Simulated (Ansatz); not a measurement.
## A convergence test on Ta3N5 (Cmcm): k mesh of the hybrid

How far can the k mesh of the hybrid be lowered for the gap of Ta3N5 (Cmcm)?

Program: Ansatz 0.2.0. Level of theory: DFT, HSE06, plane waves, PAW. Results are calculated unless marked as measured.

### 1. The structure

Symmetry: Cmcm, No. 63, orthorhombic system. The conventional cell has a = 3.886 Å, b = 10.212 Å, c = 10.262 Å, α = 90.00°, β = 90.00°, γ = 90.00°. Ta has 6 N at 2.04 to 2.14 Å nearest. Nearest to Ta lie 6 N at 1.96 to 2.24 Å. Nearest to N lie 4 Ta at 2.06 to 2.22 Å. Nearest to N lie 3 Ta at 1.96 to 2.04 Å. Nearest to N lie 4 Ta at 2.03 to 2.24 Å. Farther neighbours and most contacts between anions are not listed.

The cell and positions come from the Crystallography Open Database and are kept as given unless a step says otherwise. Spin-orbit coupling is left out unless a step names it. The default PAW set here is soft_2. Its files were made with PBE.

### 2. k mesh of the hybrid: 2×2×2

input.yaml reads:

```yaml
crystal:
  lattice:
    - [1.9431, -5.1059, 0.0]
    - [1.9431, 5.1059, 0.0]
    - [0.0, 0.0, 10.2624]
  atoms:
    - { symbol: Ta, position: [0.8029, 0.1971, 0.25] }
    - { symbol: Ta, position: [0.1971, 0.8029, 0.75] }
    - { symbol: Ta, position: [0.86545, 0.13455, 0.55906] }
    - { symbol: Ta, position: [0.13455, 0.86545, 0.05906] }
    - { symbol: Ta, position: [0.13455, 0.86545, 0.44094] }
    - { symbol: Ta, position: [0.86545, 0.13455, 0.94094] }
    - { symbol: "N", position: [0.23678, 0.76322, 0.25] }
    - { symbol: "N", position: [0.76322, 0.23678, 0.75] }
    - { symbol: "N", position: [0.95299, 0.04701, 0.11949] }
    - { symbol: "N", position: [0.04701, 0.95299, 0.61949] }
    - { symbol: "N", position: [0.04701, 0.95299, 0.88051] }
    - { symbol: "N", position: [0.95299, 0.04701, 0.38051] }
    - { symbol: "N", position: [0.69138, 0.30862, 0.07378] }
    - { symbol: "N", position: [0.30862, 0.69138, 0.57378] }
    - { symbol: "N", position: [0.30862, 0.69138, 0.92622] }
    - { symbol: "N", position: [0.69138, 0.30862, 0.42622] }
kpoints:
  mp_grid: { grid: [2, 2, 2] }
  band_path:
    path:
      - [0.0, 0.0, 0.0]
      - [-0.5, 0.5, 0.0]
      - [-0.28620643, 0.71379357, 0.0]
      - [0.28620643, 0.28620643, 0.0]
      - [0.0, 0.0, 0.5]
      - [0.28620643, 0.28620643, 0.5]
      - [-0.28620643, 0.71379357, 0.5]
      - [-0.5, 0.5, 0.5]
      - [0.143103215, 0.143103215, 0.0]
      - [-0.25, 0.25, 0.0]
    npoints: 1
hamiltonian:
  xc: hse06
scf:
  occupations: { method: fixed }
  n_extra_bands: 9
output:
  eigenvalues: true
```

Command:

```console
$ ansatz run input.yaml --threads 3 --pin off --max-ram 92160MiB --backend cuda --events-out ev --progress --plain --runs-dir out --devices 1 --max-vram 13GiB
```

Numbers of over 12 decimals in the logs are rounded to 6 here.

The program printed:

```text
scf.n_extra_bands = 9 over 64 filled bands (N_el = 128.0): the run solves 73 bands
exact exchange: scf.exx.singularity resolves to wigner_seitz, which cuts the screened interaction at the faces of the exchange supercell's Wigner-Seitz cell, so that each pair interacts once, at the shortest of its separations (the periodic images that this leaves out come, for a point-like exchange hole, to about 0.022 eV on a filled level). The cut falls within the interaction's reach, and what an exchange supercel [...]
GPUs: using 1 of 1 available (devices: 1).
Engine: ansatz 0.2.0, x86_64-unknown-linux-gnu
Pseudopotentials: kind: paw
Pseudopotential: Ta, paw, valence charge 13, recommended cutoff 420 eV (normal), Ta.paw.azcp
Pseudopotential: N, paw, valence charge 5, recommended cutoff 420 eV (normal), N.paw.azcp
Functional definition: HSE06
  parameter a = 0.25
  parameter omega = 0.11/bohr
  exchange = pbe_x - a*pbe_x_sr(omega) + a*exact_x_sr(omega)
  correlation = pbe_c
davidson cushion auto → on  (no smearing: the cushion is to keep the highest requested band from converging to the state above it; pin scf.eigensolver.cushion to override)
device memory: the entry about to start is reckoned to put 4.3 GiB on a device that reports 59.3 GiB free (of which the cap on the GPU budget leaves the run 13.0 GiB)
GPU FFT provider: cuFFT
GPU libraries: cuBLAS 13.8.2, cuFFT 12.4.0, cuSOLVER 12.3.4
Crystal: 16 atoms, lattice volume = 203.632 Å³
Basis set: ecut = 420 eV, 3985 PW (Γ)
Bands: 73, of which v1, the nominal top of the filled ones, is band 64 counted from 1 (63 counted from 0)
Symmetry: 8 space group operations
Space group: Cmcm (ITA 63), of the structure as read, at distance tolerance 5.9e-5 Å
k-points: 6 of 8
Non-local potential: Ta, projectors of the file, l = 0: 3, l = 1: 2, l = 2: 2, l = 3: 1
Non-local potential: N, projectors of the file, l = 0: 2, l = 1: 2, l = 2: 1
PAW form: soft (Blöchl's): semilocal exchange-correlation on the pseudo side does not see the compensation charge
PAW frozen core: Ta, regenerated for the run's functional, and the local potential with it (the file was generated under x = pbe(κ = 0.804, μ = 0.219515), c = pbe(β = 0.066725))
PAW frozen core: N, regenerated for the run's functional, and the local potential with it (the file was generated under x = pbe(κ = 0.804, μ = 0.219515), c = pbe(β = 0.066725))
PAW one-centre angular grid: Ta, 590 points (default); XC on 64 Gauss nodes
PAW one-centre angular grid: N, 110 points (default); XC on 64 Gauss nodes
Initial density: superposition of atomic densities (neutral atoms: chi_scale 0, normalization atom), corrected by the library's trained network
Initial wavefunctions: pseudopotential atomic-orbital guess
GPU buffer pool allocated for 115200 grid points (all kernels)
GPU transforms: local potential and band sums: pruned to the plane-wave sphere, on 40×40×72
Functional: x = pbe(κ = 0.804, μ = 0.219515), c = pbe(β = 0.066725), warm-up for x = pbe(κ = 0.804, μ = 0.219515) + 0.25 (exact − pbe) at short range (hse, ω = 0.207870 Å⁻¹), c = pbe(β = 0.066725); HSE06 as pw.x's `hse` composes it (authors' and Libxc's form: `xc: wpbeh`)
SCF iter   1: F=—  HF=-63451.005589 eV  |F-HF|=—  |Δ(HF+E_count)|=         —  Δρ=1.19e-2  dr2=3.20e-1  ethr=1.77e-3  ⟨swp⟩=5.7  Hψ=1919  notcnv=0
preconditioner: auto → none  [insulator: Δε(μ)=1.438 eV  Ē_g=8.776 eV  n_scr=56 (ndim 8)  ℏωp=23.3 eV  f_vac=0.062]
SCF iter   2: F=—  HF=-63451.005973 eV  |F-HF|=—  |Δ(HF+E_count)|=   3.83e-4  Δρ=1.17e-2  dr2=3.42e-1  ethr=2.50e-4  ⟨swp⟩=4.0  Hψ=1293  notcnv=0
iter 3 solved again at ethr=9.05e-6 eV; its pass at ethr=2.50e-4 eV (dr2=1.16e-2 eV) is discarded
SCF iter   3: F=—  HF=-63450.940019 eV  |F-HF|=—  |Δ(HF+E_count)|=   6.60e-2  Δρ=3.35e-3  dr2=1.18e-2  ethr=9.05e-6  ⟨swp⟩=3.3  Hψ=2215  notcnv=0
SCF iter   4: F=—  HF=-63450.940264 eV  |F-HF|=—  |Δ(HF+E_count)|=   2.45e-4  Δρ=1.77e-3  dr2=4.92e-3  ethr=9.05e-6  ⟨swp⟩=3.2  Hψ=1182  notcnv=0
[...]
SCF iter   5: F=—  HF=-63454.052836 eV  |F-HF|=—  |Δ(HF+E_count)|=   4.27e-3  Δρ=8.52e-4  dr2=2.08e-3  ethr=4.74e-7  ⟨swp⟩=4.5  Hψ=1382  notcnv=0
SCF iter   6: F=—  HF=-63454.052350 eV  |F-HF|=—  |Δ(HF+E_count)|=   4.85e-4  Δρ=2.66e-4  dr2=2.18e-4  ethr=4.74e-7  ⟨swp⟩=4.0  Hψ=1353  notcnv=0
SCF iter   7: F=-63454.052281 eV  HF=-63454.052295 eV  |F-HF|=1.33e-5  |Δ(HF+E_count)|=   5.58e-5  Δρ=7.57e-5  dr2=2.97e-5  ethr=1.59e-7  ⟨swp⟩=3.0  Hψ=1181  notcnv=0
SCF 2 stopped early in 7 iterations: F = -63454.052281 eV  dr2 = 2.97e-5
  greatest PAW one-centre occupation: 0.997 electrons in one spin orbital (limit 2), on the Ta atom at site 4 (counted from 0), in its partial waves of l = 0
hybrid outer 1: dexx = +8.254e-2 eV, tail = 1.39e-4 eV
GPU FFT provider: cuFFT
GPU libraries: cuBLAS 13.8.2, cuFFT 12.4.0, cuSOLVER 12.3.4
GPU buffer pool allocated for 115200 grid points (all kernels)
GPU transforms: local potential and band sums: pruned to the plane-wave sphere, on 40×40×72
Exchange kernel: α = 0.2500, screened, ω = 0.2079 Å⁻¹, Wigner–Seitz truncation, v(0) = 895.2608 eV·Å³, q-mesh 2×2×2, nearest image of the exchange supercell L = 7.77 Å, pair-density grid 27×27×50, without the augmentation charges, whose exchange is taken in its separable form by FFT convolution over the k-point mesh (sized by the pseudopotential files, 25×40×72 at the most), smooth part of the exact exchange by density-matrix convolution in up to 1.74 GiB of GPU memory as planned if the GPU has room (build and FFT work areas not counted)
Frozen-core exchange: fock
SCF iter   1: F=—  HF=-63454.051265 eV  |F-HF|=—  |Δ(HF+E_count)|=         —  Δρ=1.09e-4  dr2=2.85e-5  ethr=5.42e-7  ⟨swp⟩=4.0  Hψ=1062  notcnv=0
preconditioner: auto → none  [insulator: Δε(μ)=2.300 eV  Ē_g=10.381 eV  n_scr=56 (ndim 8)  ℏωp=23.3 eV  f_vac=0.064]
iter 2 solved again at ethr=1.09e-9 eV; its pass at ethr=2.16e-8 eV (dr2=1.40e-6 eV) is discarded
SCF iter   2: F=—  HF=-63454.051258 eV  |F-HF|=—  |Δ(HF+E_count)|=   6.87e-6  Δρ=3.32e-5  dr2=2.02e-6  ethr=1.09e-9  ⟨swp⟩=3.2  Hψ=2171  notcnv=0
SCF iter   3: F=—  HF=-63454.051264 eV  |F-HF|=—  |Δ(HF+E_count)|=   6.64e-6  Δρ=2.16e-5  dr2=1.18e-6  ethr=1.09e-9  ⟨swp⟩=5.7  Hψ=1358  notcnv=0
SCF iter   4: F=—  HF=-63454.051264 eV  |F-HF|=—  |Δ(HF+E_count)|=   1.39e-7  Δρ=1.57e-5  dr2=6.74e-7  ethr=9.02e-10  ⟨swp⟩=3.7  Hψ=1254  notcnv=0
SCF iter   5: F=-63454.051264 eV  HF=-63454.051264 eV  |F-HF|=4.10e-8  |Δ(HF+E_count)|=   1.69e-7  Δρ=4.25e-6  dr2=9.19e-8  ethr=5.08e-10  ⟨swp⟩=3.0  Hψ=1039  notcnv=0
SCF 3 converged in 5 iterations: F = -63454.051264 eV  dr2 = 9.19e-8
[...]
hybrid outer 2: dexx = +8.899e-6 eV, tail = 2.18e-7 eV, Δε = 3.93e-3 eV (about 1.60e-4 eV left of the loop's levels)
device memory: the entry about to start is reckoned to put 1.6 GiB on a device that reports 59.2 GiB free (of which the cap on the GPU budget leaves the run 13.0 GiB)
NSCF: frozen V_eff on 10 k-points
hybrid SCF converged: 2 outer / 12 inner (+5 warm-up), last move |dexx| = 8.90e-6 eV, tail = 2.18e-7 eV
Stability not checked: this state was not tested for a lower state beside it, because the functional holds exact exchange (a hybrid, or Hartree-Fock), whose exchange loop this test does not read (fock_operator; see scf.lower_state_search)
Free energy (F): -63454.051265 eV
Frozen-core exchange: fock
Harris-Foulkes:  -63454.051265 eV  (|F-HF|=4.10e-8)
Internal energy: -63454.051265 eV  (E = F + TS)
E sigma→0 (E₀):  -63454.051265 eV
Fermi energy:    11.299140 eV
--- Per-component energies (eV) ---
  E_band       = -1237.179090
  E_kinetic    = 3485.648267
  E_local      = -7424.340759  (includes V_loc(G=0)·N_el)
  E_nonlocal   = 546.399273
  E_hartree    = 2623.439113
  E_xc         = -1528.444206
  E_vxc        = -1580.071048  (∫ρ·V_xc dr)
  E_exx        = -352.055216  (= α·E_x^exact, valence–valence)
  E_paw        = -51680.921589  (= ΣΔE_a)
  E_vpaw       = -807.586957  (= ΣTr[D̂ρ^β])
  E_aug_tail   = 0.001769  (compensation charges beyond the density's cutoff)
  E_ewald      = -9103.438537
  E_core_change = -20.339381  (= ΣΔE_core)
  E_smearing   = -0.000000  (= −TS)
  E_closure    = -0.000000  (closes the sum)
  Σ components = -63454.051265   (vs F -63454.051265, Δ=0.00e0)
--- Band table (eV; the first three rows and the last of 6) ---
  k-point 0: bands = [... 60 lower, 10.4444, 10.6951, 10.9461, 11.2991, 13.8501, 14.1459, 14.5680, 14.9690, ... 5 higher]
  k-point 1: bands = [... 60 lower, 10.4757, 10.4757, 10.6949, 10.6949, 14.0167, 14.0167, 14.9691, 14.9691, ... 5 higher]
  k-point 2: bands = [... 60 lower, 10.1741, 10.2741, 10.7166, 10.8897, 14.1516, 14.1984, 15.1235, 15.4297, ... 5 higher]
  k-point 5: bands = [... 60 lower, 9.9772, 9.9772, 10.6064, 10.6064, 13.9627, 13.9627, 15.1221, 15.1221, ... 5 higher]
```

Wall time 37 s (1 × NVIDIA H100 80GB HBM3 (shared by 6 runs) with 3 threads of AMD EPYC 7R13 (Zen 3), shared host); peak memory 1.4 GiB.

The column dr2 measures how far the density is from self-consistency, as an energy; F and HF (Harris–Foulkes) agree once it is small.

This step gave:

* gap: 2.243 eV
* valence top at: k = (0.143, 0.143, 0.000)
* conduction bottom at: Y
* least direct gap: 2.533 eV
* exact-exchange fraction: 0.25

The gap is indirect, with the least direct gap 0.29 eV higher.

### 3. k mesh of the hybrid: 4×4×2

input.yaml: that of step 2 with these lines changed.

```diff
@@ -23,3 +23,3 @@
 kpoints:
-  mp_grid: { grid: [2, 2, 2] }
+  mp_grid: { grid: [4, 4, 2] }
   band_path:
```

The program printed:

```text
[...]
GPUs: using 1 of 1 available (devices: 1).
[...]
GPU FFT provider: cuFFT
GPU libraries: cuBLAS 13.8.2, cuFFT 12.4.0, cuSOLVER 12.3.4
Crystal: 16 atoms, lattice volume = 203.632 Å³
Basis set: ecut = 420 eV, 3985 PW (Γ)
Bands: 73, of which v1, the nominal top of the filled ones, is band 64 counted from 1 (63 counted from 0)
[... 1 set-up line as in the run before ...]
[...]
k-points: 14 of 32
[...]
Fermi energy:    11.349404 eV
[...]
--- Band table (eV; the first three rows and the last of 14) ---
  k-point 0: bands = [... 60 lower, 10.4435, 10.7538, 10.9694, 11.3494, 13.8263, 14.1257, 14.5466, 14.9565, ... 5 higher]
  k-point 1: bands = [... 60 lower, 10.5323, 10.5323, 10.7103, 10.7103, 13.9947, 13.9947, 14.9526, 14.9526, ... 5 higher]
  k-point 2: bands = [... 60 lower, 10.3421, 10.5650, 10.6683, 11.2217, 14.3499, 14.9879, 15.1344, 15.3686, ... 5 higher]
  k-point 13: bands = [... 60 lower, 10.0091, 10.0091, 10.6725, 10.6725, 13.9404, 13.9404, 15.1276, 15.1276, ... 5 higher]
[key lines of the parts left out:]
Free energy (F): -63453.117462 eV
```

The job ended after 57 s (1 × NVIDIA H100 80GB HBM3 (shared by 6 runs) with 3 threads; peak memory 1.7 GiB).

Numbers from this step:

| Item | Value |
| --- | --- |
| gap | 2.209 eV |
| valence top at | k = (0.143, 0.143, 0.000) |
| conduction bottom at | Y |
| least direct gap | 2.448 eV |

The gap is 2.209 eV, −0.034 eV from the run before at this level.

### 4. k mesh of the hybrid: 6×6×2

input.yaml: that of step 3 with these lines changed.

```diff
@@ -23,3 +23,3 @@
 kpoints:
-  mp_grid: { grid: [4, 4, 2] }
+  mp_grid: { grid: [6, 6, 2] }
   band_path:
```

The program printed:

```text
[...]
GPUs: using 1 of 1 available (devices: 1).
[...]
GPU FFT provider: cuFFT
GPU libraries: cuBLAS 13.8.2, cuFFT 12.4.0, cuSOLVER 12.3.4
Crystal: 16 atoms, lattice volume = 203.632 Å³
Basis set: ecut = 420 eV, 3985 PW (Γ)
Bands: 73, of which v1, the nominal top of the filled ones, is band 64 counted from 1 (63 counted from 0)
[... 1 set-up line as in the run before ...]
[...]
k-points: 26 of 72
[...]
Fermi energy:    11.348315 eV
[...]
--- Band table (eV; the first three rows and the last of 26) ---
  k-point 0: bands = [... 60 lower, 10.4416, 10.7510, 10.9637, 11.3483, 13.8244, 14.1254, 14.5480, 14.9573, ... 5 higher]
  k-point 1: bands = [... 60 lower, 10.5297, 10.5297, 10.7061, 10.7061, 13.9935, 13.9935, 14.9539, 14.9539, ... 5 higher]
  k-point 2: bands = [... 60 lower, 10.3188, 10.5810, 10.7353, 11.2201, 14.4238, 14.5687, 14.7561, 15.2137, ... 5 higher]
  k-point 25: bands = [... 60 lower, 10.0061, 10.0061, 10.6707, 10.6707, 13.9385, 13.9385, 15.1276, 15.1276, ... 5 higher]
[key lines of the parts left out:]
Free energy (F): -63453.150963 eV
```

Elapsed: 2.1 min, on 1 × NVIDIA H100 80GB HBM3 (shared by 6 runs) with 3 threads; peak memory 2.3 GiB; 4.6 min of CPU time.

This step gave:

- gap: 2.210 eV
- valence top at: k = (0.143, 0.143, 0.000)
- conduction bottom at: Y
- least direct gap: 2.445 eV

The gap is 2.210 eV, as in the run before at this level.

### 5. The series

Differences are against the last row; a negative gap means that bands overlap, and a run with a band path holds that path's time. Times are wall times on 1 × NVIDIA H100 80GB HBM3 (shared by 6 runs) with 3 threads of AMD EPYC 7R13 (Zen 3), shared host, good to a factor of about two.

```
k mesh of the hybrid  gap (eV)  direct gap (eV)  gap error (eV)  energy error (meV/atom)  irreducible k     time
               2×2×2     2.243            2.533          +0.033                    −56.3              6     37 s
               4×4×2     2.209            2.448         −0.0003                     +2.1             14     57 s
               6×6×2     2.210            2.445          +0.000                     +0.0             26  2.1 min
```

### 6. Summary of results

- 2×2×2: 2.243 eV
- 4×4×2: 2.209 eV
- 6×6×2: 2.210 eV

In words: The gap holds to 0.02 eV from 4×4×2 on. At 2×2×2 the gap is off by +0.033 eV and the energy by −56 meV/atom. The gap is read over the mesh and added points near the edges, so meshes differ mainly through the density and, for a hybrid, the exchange operator.

[Paths, hosts, dates, memory and timing lines, banners, echoed tables and standing remarks are left out of the program output.]

[Logs are printed without paths, hosts, clocks, repeated set-up lines and the standing remarks that a program may print on its own settings, such as how far it seeks lower states.]

[Runs of the session that timed out or met a known fault of the program may be left out.]

[Cells called generated may have been cut or substituted from an entry of the Crystallography Open Database or the Materials Project.]

[Hosts, paths, dates, database ids (printed as entryN), source tags and the programs' standing remarks are cut or masked in the printed files.]
